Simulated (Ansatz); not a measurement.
# Se on Al(100): change of the work function, part 2 of 4

How does Se on the hollow site change the work function of Al(100) as the layer fills?

Ansatz 0.2.0; plane-wave DFT, PBE, Ansatz PAW.

So far, work function, upper face (eV): step 2 (the clean slab) 4.29.

### Step 3. Adsorbate added, k-mesh 4×4×1, coverage 0.111 ML

System of this step: Se/Al(100). The cell holds 37 atoms: 36 Al and 1 Se. Cell: a = 8.591 Å, b = 8.591 Å, c = 25.522 Å, α = 90.0°, β = 90.0°, γ = 90.0°. Vacuum lies along c.

The clean slab as it ended is repeated in the plane and the adsorbate is set on one face; the cell's size fixes the coverage, and the k-mesh shrinks with it to keep the sampling density about even. Adsorbate and upper layers relax, since the dipole depends on the height.

File input.yaml:

```yaml
crystal:
  lattice:
    - [8.5913473914, 0.0, 0.0]
    - [0.0, 8.5913473914, 0.0]
    - [0.0, 0.0, 25.5215740695]
  atoms:
    - { symbol: Al, position: [0.1666666667, 0.1666666667, 0.3526428258] }
    - { symbol: Al, position: [0.0, 0.0, 0.4319874616] }
    - { symbol: Al, position: [0.1666666667, 0.1666666667, 0.510718198] }
    - { symbol: Al, position: [0.0, 0.0, 0.5911034374] }
    - { symbol: Al, position: [0.1666666667, 0.5, 0.3526428258] }
    - { symbol: Al, position: [0.0, 0.3333333333, 0.4319874616] }
    - { symbol: Al, position: [0.1666666667, 0.5, 0.510718198] }
    - { symbol: Al, position: [0.0, 0.3333333333, 0.5911034374] }
    - { symbol: Al, position: [0.1666666667, 0.8333333333, 0.3526428258] }
    - { symbol: Al, position: [0.0, 0.6666666667, 0.4319874616] }
    - { symbol: Al, position: [0.1666666667, 0.8333333333, 0.510718198] }
    - { symbol: Al, position: [0.0, 0.6666666667, 0.5911034374] }
    - { symbol: Al, position: [0.5, 0.1666666667, 0.3526428258] }
    - { symbol: Al, position: [0.3333333333, 0.0, 0.4319874616] }
    - { symbol: Al, position: [0.5, 0.1666666667, 0.510718198] }
    - { symbol: Al, position: [0.3333333333, 0.0, 0.5911034374] }
    - { symbol: Al, position: [0.5, 0.5, 0.3526428258] }
    - { symbol: Al, position: [0.3333333333, 0.3333333333, 0.4319874616] }
    - { symbol: Al, position: [0.5, 0.5, 0.510718198] }
    - { symbol: Al, position: [0.3333333333, 0.3333333333, 0.5911034374] }
    - { symbol: Al, position: [0.5, 0.8333333333, 0.3526428258] }
    - { symbol: Al, position: [0.3333333333, 0.6666666667, 0.4319874616] }
    - { symbol: Al, position: [0.5, 0.8333333333, 0.510718198] }
    - { symbol: Al, position: [0.3333333333, 0.6666666667, 0.5911034374] }
    - { symbol: Al, position: [0.8333333333, 0.1666666667, 0.3526428258] }
    - { symbol: Al, position: [0.6666666667, 0.0, 0.4319874616] }
    - { symbol: Al, position: [0.8333333333, 0.1666666667, 0.510718198] }
    - { symbol: Al, position: [0.6666666667, 0.0, 0.5911034374] }
    - { symbol: Al, position: [0.8333333333, 0.5, 0.3526428258] }
    - { symbol: Al, position: [0.6666666667, 0.3333333333, 0.4319874616] }
    - { symbol: Al, position: [0.8333333333, 0.5, 0.510718198] }
    - { symbol: Al, position: [0.6666666667, 0.3333333333, 0.5911034374] }
    - { symbol: Al, position: [0.8333333333, 0.8333333333, 0.3526428258] }
    - { symbol: Al, position: [0.6666666667, 0.6666666667, 0.4319874616] }
    - { symbol: Al, position: [0.8333333333, 0.8333333333, 0.510718198] }
    - { symbol: Al, position: [0.6666666667, 0.6666666667, 0.5911034374] }
    - { symbol: Se, position: [0.1666666667, 0.1666666667, 0.6473571742] }
kpoints:
  mp_grid: { grid: [4, 4, 1] }
hamiltonian:
  xc: pbe
scf:
  occupations: { method: fermi_dirac, width: 0.1 }
  convergence: { dr2_threshold: 1.0e-08 }
efield:
  axis: 3
  dipole_correction: true
  ramp_position: 0.97
  ramp_width: 0.06
relax:
  f_tol: 0.02
  max_steps: 60
  constraints:
    - { sites: [0, 1, 4, 5, 8, 9, 12, 13, 16, 17, 20, 21, 24, 25, 28, 29, 32, 33] }
output:
  write_potential: true
  write_density: true
  volumetric_format: npy
```

Started as:

```bash
> ansatz run input.yaml --threads 4 --pin off --max-ram 8192MiB --backend cpu --events-out ev --progress --plain --runs-dir out
```

Output:

```text
[...]
Crystal: 37 atoms, lattice volume = 1883.779 Å³
Basis set: ecut = 420 eV, 36893 PW (Γ), exchange–correlation on 120×120×360 points (8 copies of the dense FFT grid, shifted against one another)
Bands: 99, of which v1, the nominal top of the filled ones, is band 62 counted from 1 (61 counted from 0)
Symmetry: 8 space group operations
[...]
k-points: 6 of 16
[...]
SCF iter   1: F=—  HF=-24811.975323 eV  |F-HF|=—  |Δ(HF+E_count)|=         —  Δρ=1.76e-3  dr2=1.02e0  ethr=1.77e-3  p=-0.050 e·Å  D=-4.83e-3 V/Å  ΔV_dip=0.12 eV  dr2_dipole=1.99e-1  V_vac-E_F(+/−)=4.31/4.19 eV  ⟨swp⟩=9.8  Hψ=3496  notcnv=0  defer=5
[...]
SCF iter   8: F=-24811.911182 eV  HF=-24811.911182 eV  |F-HF|=6.43e-9  |Δ(HF+E_count)|=   5.94e-8  Δρ=2.50e-7  dr2=3.45e-9  ethr=8.06e-12  p=0.026 e·Å  D=2.53e-3 V/Å  ΔV_dip=-0.06 eV  dr2_dipole=4.75e-10  V_vac-E_F(+/−)=4.26/4.32 eV  ⟨swp⟩=10.7  Hψ=3934  notcnv=0
SCF 1 converged in 8 iterations: F = -24811.911182 eV  dr2 = 3.45e-9
[...]
relax step   1: F+E_penalty+E_count = -24811.91118165 eV  Δ(F+E_penalty+E_count) = +0.000e0 eV  max|allowed force component| = 2.277e0 eV/Å  Δτ_max = 0.0000 Å  (8 SCF iters, accepted)
[...]
SCF iter   8: F=-24812.245702 eV  HF=-24812.245702 eV  |F-HF|=7.03e-9  |Δ(HF+E_count)|=   3.47e-8  Δρ=1.68e-7  dr2=9.66e-10  ethr=8.06e-12  p=-0.013 e·Å  D=-1.22e-3 V/Å  ΔV_dip=0.03 eV  dr2_dipole=7.97e-12  V_vac-E_F(+/−)=4.35/4.31 eV  ⟨swp⟩=10.5  Hψ=3787  notcnv=0
SCF 2 converged in 8 iterations: F = -24812.245702 eV  dr2 = 9.66e-10
relax step   2: F+E_penalty+E_count = -24812.24570225 eV  Δ(F+E_penalty+E_count) = -3.345e-1 eV  max|allowed force component| = 3.728e-1 eV/Å  Δτ_max = 0.1571 Å  (8 SCF iters, accepted)
SCF iter   1: F=—  HF=-24812.259231 eV  |F-HF|=—  |Δ(HF+E_count)|=         —  Δρ=3.75e-4  dr2=8.77e-3  ethr=7.58e-5  p=-0.013 e·Å  D=-1.22e-3 V/Å  ΔV_dip=0.03 eV  dr2_dipole=1.67e-3  V_vac-E_F(+/−)=4.35/4.32 eV  ⟨swp⟩=2.0  Hψ=1275  notcnv=0  defer=21
[...]
SCF iter   7: F=-24812.259018 eV  HF=-24812.259018 eV  |F-HF|=1.08e-8  |Δ(HF+E_count)|=   5.91e-8  Δρ=2.05e-7  dr2=1.48e-9  ethr=8.06e-12  p=-0.027 e·Å  D=-2.58e-3 V/Å  ΔV_dip=0.07 eV  dr2_dipole=1.84e-11  V_vac-E_F(+/−)=4.38/4.31 eV  ⟨swp⟩=10.7  Hψ=3875  notcnv=0
SCF 3 converged in 7 iterations: F = -24812.259018 eV  dr2 = 1.48e-9
relax step   3: F+E_penalty+E_count = -24812.25901785 eV  Δ(F+E_penalty+E_count) = -1.332e-2 eV  max|allowed force component| = 2.528e-2 eV/Å  Δτ_max = 0.0451 Å  (7 SCF iters, accepted)
SCF iter   1: F=—  HF=-24812.257890 eV  |F-HF|=—  |Δ(HF+E_count)|=         —  Δρ=5.76e-5  dr2=3.03e-4  ethr=2.68e-6  p=-0.027 e·Å  D=-2.58e-3 V/Å  ΔV_dip=0.07 eV  dr2_dipole=2.81e-5  V_vac-E_F(+/−)=4.38/4.31 eV  ⟨swp⟩=2.0  Hψ=1145  notcnv=0  defer=21
[...]
SCF iter   5: F=-24812.259238 eV  HF=-24812.259238 eV  |F-HF|=2.90e-8  |Δ(HF+E_count)|=   1.52e-7  Δρ=5.46e-7  dr2=7.43e-9  ethr=8.06e-12  p=-0.026 e·Å  D=-2.48e-3 V/Å  ΔV_dip=0.06 eV  dr2_dipole=6.45e-13  V_vac-E_F(+/−)=4.38/4.31 eV  ⟨swp⟩=8.8  Hψ=4125  notcnv=0
SCF 4 converged in 5 iterations: F = -24812.259238 eV  dr2 = 7.43e-9
relax step   4: F+E_penalty+E_count = -24812.25923819 eV  Δ(F+E_penalty+E_count) = -2.203e-4 eV  max|allowed force component| = 5.036e-3 eV/Å  Δτ_max = 0.0057 Å  (5 SCF iters, accepted)
NSCF: frozen V_eff on 6 k-points
the band table was solved once a step of the walk had ended and its energy, with any forces and stress, was formed, with the checks that follow a solve (3724 applications of the Hamiltonian). They found nothing against the state; the energy, forces and stress were not computed again (output.eigenvalues in the input reference)
[...]
SCF converged after 5 iterations
Free energy (F): -24812.259238 eV
[...]
Internal energy: -24811.798746 eV  (E = F + TS)
E sigma→0 (E₀):  -24812.028992 eV
Entropy (-TS):   -0.460493 eV (-12.446 meV/atom)
Fermi energy:    -0.246944 eV
Dipole field:    D = -0.002480 V/Å  (p = -0.025821 e·Å, saw-weighted, corrected)
Work function:   Φ+ = 4.3771 eV   Φ− = 4.3138 eV
[...]
--- Forces (eV/Å), atoms counted from 1 ---
  atom   1  Al    -0.00000000     0.00000000    -0.14277702
  atom   2  Al     0.00334558     0.00334558     0.10407651
  atom   3  Al     0.00000000     0.00000000     0.00503585
  atom   4  Al    -0.00037313    -0.00037313    -0.00083450
  atom   5  Al     0.00000000    -0.00211142    -0.06928308
  atom   6  Al     0.00334558    -0.00334558     0.10407651
  atom   7  Al     0.00000000    -0.00066828     0.00001720
  atom   8  Al    -0.00037313     0.00037313    -0.00083450
  atom   9  Al     0.00000000     0.00211142    -0.06928308
  atom  10  Al     0.08351604     0.00000000     0.00689589
  atom  11  Al     0.00000000     0.00066828     0.00001720
  atom  12  Al     0.00132951     0.00000000    -0.00074950
  atom  13  Al    -0.00211142     0.00000000    -0.06928308
  atom  14  Al    -0.00334558     0.00334558     0.10407651
  atom  15  Al    -0.00066828     0.00000000     0.00001720
  atom  16  Al     0.00037313    -0.00037313    -0.00083450
  atom  17  Al    -0.03359432    -0.03359432    -0.00884470
  atom  18  Al    -0.00334558    -0.00334558     0.10407651
  atom  19  Al    -0.00135467    -0.00135467     0.00035039
  atom  20  Al     0.00037313     0.00037313    -0.00083450
  atom  21  Al    -0.03359432     0.03359432    -0.00884470
  atom  22  Al    -0.08351604     0.00000000     0.00689589
  atom  23  Al    -0.00135467     0.00135467     0.00035039
  atom  24  Al    -0.00132951     0.00000000    -0.00074950
  atom  25  Al     0.00211142     0.00000000    -0.06928308
  atom  26  Al     0.00000000     0.08351604     0.00689589
  atom  27  Al     0.00066828     0.00000000     0.00001720
  atom  28  Al     0.00000000     0.00132951    -0.00074950
  atom  29  Al     0.03359432    -0.03359432    -0.00884470
  atom  30  Al     0.00000000    -0.08351604     0.00689589
  atom  31  Al     0.00135467    -0.00135467     0.00035039
  atom  32  Al     0.00000000    -0.00132951    -0.00074950
  atom  33  Al     0.03359432     0.03359432    -0.00884470
  atom  34  Al    -0.00000000     0.00000000     0.01425528
  atom  35  Al     0.00135467     0.00135467     0.00035039
  atom  36  Al    -0.00000000     0.00000000    -0.00058625
  atom  37  Se     0.00000000     0.00000000    -0.00244297
  max |Σ_I F_I| component: 2.29e-6 eV/Å
--- Band table (eV; the first three rows and the last of 6) ---
  k-point 0: bands = [... 58 lower, -0.5169, -0.5127, -0.4916, -0.4916, -0.3634, -0.3322, -0.3136, -0.3111, ... 33 higher]
  k-point 1: bands = [... 58 lower, -0.8278, -0.7329, -0.4891, -0.0286, -0.0140, 0.0097, 0.1446, 0.1776, ... 33 higher]
  k-point 2: bands = [... 58 lower, -0.8484, -0.8401, -0.6306, -0.1226, -0.0014, 0.0597, 0.4354, 0.4494, ... 33 higher]
  k-point 5: bands = [... 58 lower, -0.6467, -0.0054, 0.0644, 0.1555, 0.1928, 0.2252, 0.2252, 0.2442, ... 33 higher]
--- Relaxed structure (4 steps of the walk, 4 accepted, 0 SCFs on fresh bases) ---
  F+E_penalty+E_count = -24812.25923819 eV   max|allowed force component| = 5.036e-3 eV/Å
  atoms:
    - { symbol: Al, position: [0.166667, 0.166667, 0.3526428258] }
    - { symbol: Al, position: [1.666666e-11, 1.666666e-11, 0.431987] }
    - { symbol: Al, position: [0.166667, 0.166667, 0.510951] }
    - { symbol: Al, position: [-0.00438548, -0.00438548, 0.590352] }
    - { symbol: Al, position: [0.166667, 0.500000, 0.3526428258] }
    - { symbol: Al, position: [1.666666e-11, 0.333333, 0.431987] }
    - { symbol: Al, position: [0.166667, 0.499643, 0.512351] }
    - { symbol: Al, position: [-0.00438548, 0.337719, 0.590352] }
    - { symbol: Al, position: [0.166667, 0.833333, 0.3526428258] }
    - { symbol: Al, position: [1.666666e-11, 0.666667, 0.431987] }
    - { symbol: Al, position: [0.166667, 0.833690, 0.512351] }
    - { symbol: Al, position: [-0.000783144, 0.666667, 0.591559] }
    - { symbol: Al, position: [0.500000, 0.166667, 0.3526428258] }
    - { symbol: Al, position: [0.333333, 1.666666e-11, 0.431987] }
    - { symbol: Al, position: [0.499643, 0.166667, 0.512351] }
    - { symbol: Al, position: [0.337719, -0.00438548, 0.590352] }
    - { symbol: Al, position: [0.500000, 0.500000, 0.3526428258] }
    - { symbol: Al, position: [0.333333, 0.333333, 0.431987] }
    - { symbol: Al, position: [0.501666, 0.501666, 0.509433] }
    - { symbol: Al, position: [0.337719, 0.337719, 0.590352] }
    - { symbol: Al, position: [0.500000, 0.833333, 0.3526428258] }
    - { symbol: Al, position: [0.333333, 0.666667, 0.431987] }
    - { symbol: Al, position: [0.501666, 0.831667, 0.509433] }
    - { symbol: Al, position: [0.334116, 0.666667, 0.591559] }
    - { symbol: Al, position: [0.833333, 0.166667, 0.3526428258] }
    - { symbol: Al, position: [0.666667, 1.666666e-11, 0.431987] }
    - { symbol: Al, position: [0.833690, 0.166667, 0.512351] }
    - { symbol: Al, position: [0.666667, -0.000783144, 0.591559] }
    - { symbol: Al, position: [0.833333, 0.500000, 0.3526428258] }
    - { symbol: Al, position: [0.666667, 0.333333, 0.431987] }
    - { symbol: Al, position: [0.831667, 0.501666, 0.509433] }
    - { symbol: Al, position: [0.666667, 0.334116, 0.591559] }
    - { symbol: Al, position: [0.833333, 0.833333, 0.3526428258] }
    - { symbol: Al, position: [0.666667, 0.666667, 0.431987] }
    - { symbol: Al, position: [0.831667, 0.831667, 0.509433] }
    - { symbol: Al, position: [0.666667, 0.666667, 0.590212] }
    - { symbol: Se, position: [0.166667, 0.166667, 0.655380] }
```

Wall time 3.1 min (4 threads of Arm Neoverse N1, shared host); peak memory 3.6 GiB; 12 min of CPU time.

The steps of the relaxation:

| step | energy less that of the first step (eV) | largest force component (eV/Å) |
| --- | --- | --- |
| 1 | 0.0000 | 2.2769 |
| 2 | -0.3345 | 0.3728 |
| 3 | -0.3478 | 0.0253 |
| 4 | -0.3481 | 0.0050 |

Forces are held to the 8 operations that the program found; a distortion that breaks them can't arise in this run.

The atoms that moved most (Å):

| atom | dx | dy | dz | length |
| --- | --- | --- | --- | --- |
| Se37 | 0.000 | 0.000 | 0.205 | 0.205 |
| Al4 | -0.038 | -0.038 | -0.019 | 0.057 |
| Al16 | 0.038 | -0.038 | -0.019 | 0.057 |
| Al8 | -0.038 | 0.038 | -0.019 | 0.057 |
| Al20 | 0.038 | 0.038 | -0.019 | 0.057 |
| Al11 | 0.000 | 0.003 | 0.042 | 0.042 |
| Al27 | 0.003 | 0.000 | 0.042 | 0.042 |
| Al15 | -0.003 | 0.000 | 0.042 | 0.042 |

Final coordinates:

```xyz
37
Lattice="8.5913 0.0000 0.0000 0.0000 8.5913 0.0000 0.0000 0.0000 25.5216" Properties=species:S:1:pos:R:3
Al    1.4319    1.4319    9.0000
Al    0.0000    0.0000   11.0250
Al    1.4319    1.4319   13.0403
Al   -0.0377   -0.0377   15.0667
Al    1.4319    4.2957    9.0000
Al    0.0000    2.8638   11.0250
Al    1.4319    4.2926   13.0760
Al   -0.0377    2.9015   15.0667
Al    1.4319    7.1595    9.0000
Al    0.0000    5.7276   11.0250
Al    1.4319    7.1625   13.0760
Al   -0.0067    5.7276   15.0975
Al    4.2957    1.4319    9.0000
Al    2.8638    0.0000   11.0250
Al    4.2926    1.4319   13.0760
Al    2.9015   -0.0377   15.0667
Al    4.2957    4.2957    9.0000
Al    2.8638    2.8638   11.0250
Al    4.3100    4.3100   13.0015
Al    2.9015    2.9015   15.0667
Al    4.2957    7.1595    9.0000
Al    2.8638    5.7276   11.0250
Al    4.3100    7.1451   13.0015
Al    2.8705    5.7276   15.0975
Al    7.1595    1.4319    9.0000
Al    5.7276    0.0000   11.0250
Al    7.1625    1.4319   13.0760
Al    5.7276   -0.0067   15.0975
Al    7.1595    4.2957    9.0000
Al    5.7276    2.8638   11.0250
Al    7.1451    4.3100   13.0015
Al    5.7276    2.8705   15.0975
Al    7.1595    7.1595    9.0000
Al    5.7276    5.7276   11.0250
Al    7.1451    7.1451   13.0015
Al    5.7276    5.7276   15.0631
Se    1.4319    1.4319   16.7263
```

This step gave:

```
energy at zero smearing        : -24812.0290 eV
work function, upper face      : 4.377 eV
work function, lower face      : 4.314 eV
dipole along the normal        : -0.02582 e·Å
step between the vacuum levels : 0.06330 eV
```

Running mean over 2.025 Å of the planar mean; the ramp of the sawtooth is left out. Electron's electrostatic potential energy less the Fermi level against z:

z (Å), electron's electrostatic potential energy less the Fermi level (eV) and a bar from the least value:
```
      3.0       4.31 ##############################
      3.5       4.31 ##############################
      4.0       4.31 ##############################
      4.5       4.31 ##############################
      5.0       4.31 ##############################
      5.5       4.30 ##############################
      6.0       4.25 ##############################
      6.5       4.08 #############################
      7.0       3.51 ###########################
      7.5       1.90 ######################
      8.0      -0.50 ##############
      8.5      -2.81 ######
      9.0      -4.16 #
      9.5      -4.49 
     10.0      -4.55 
     10.5      -4.57 
     11.0      -4.57 
     11.5      -4.58 
     12.0      -4.58 
     12.5      -4.58 
     13.0      -4.54 
     13.5      -4.50 
     14.0      -4.50 
     14.5      -4.50 
     15.0      -4.41 #
     15.5      -3.55 ###
     16.0      -1.60 ##########
     16.5       0.61 #################
     17.0       2.47 ########################
     17.5       3.40 ###########################
     18.0       3.91 ############################
     18.5       4.22 #############################
     19.0       4.34 ##############################
     19.5       4.37 ##############################
     20.0       4.37 ##############################
     20.5       4.38 ##############################
     21.0       4.38 ##############################
     21.5       4.38 ##############################
     22.0       4.38 ##############################
     22.5       4.38 ##############################
```

The relaxation took 4 steps and lowered the energy by 0.35 eV; the largest force on the free atoms ends at 0.0050 eV/Å.

The covered face has 4.38 eV, +0.08 eV against the clean one; the bare back face has moved by +0.01 eV, a measure of how thin the slab is.

(Part 2 of 4 ends here.)

[Long decimals in the printed logs are rounded to 6 places.]

[Logs are printed without paths, hosts, clocks, repeated set-up lines and the standing remarks that a program may print on its own settings, such as how far it seeks lower states.]

[Hosts, paths, dates, database ids (printed as entryN), source tags and the programs' standing remarks are cut or masked in the printed files.]

[Maps of the electrostatic potential energy from Ansatz leave out the sawtooth potential of an applied field or a dipole correction, so their vacuum need not be flat; planar profiles and work functions include it.]
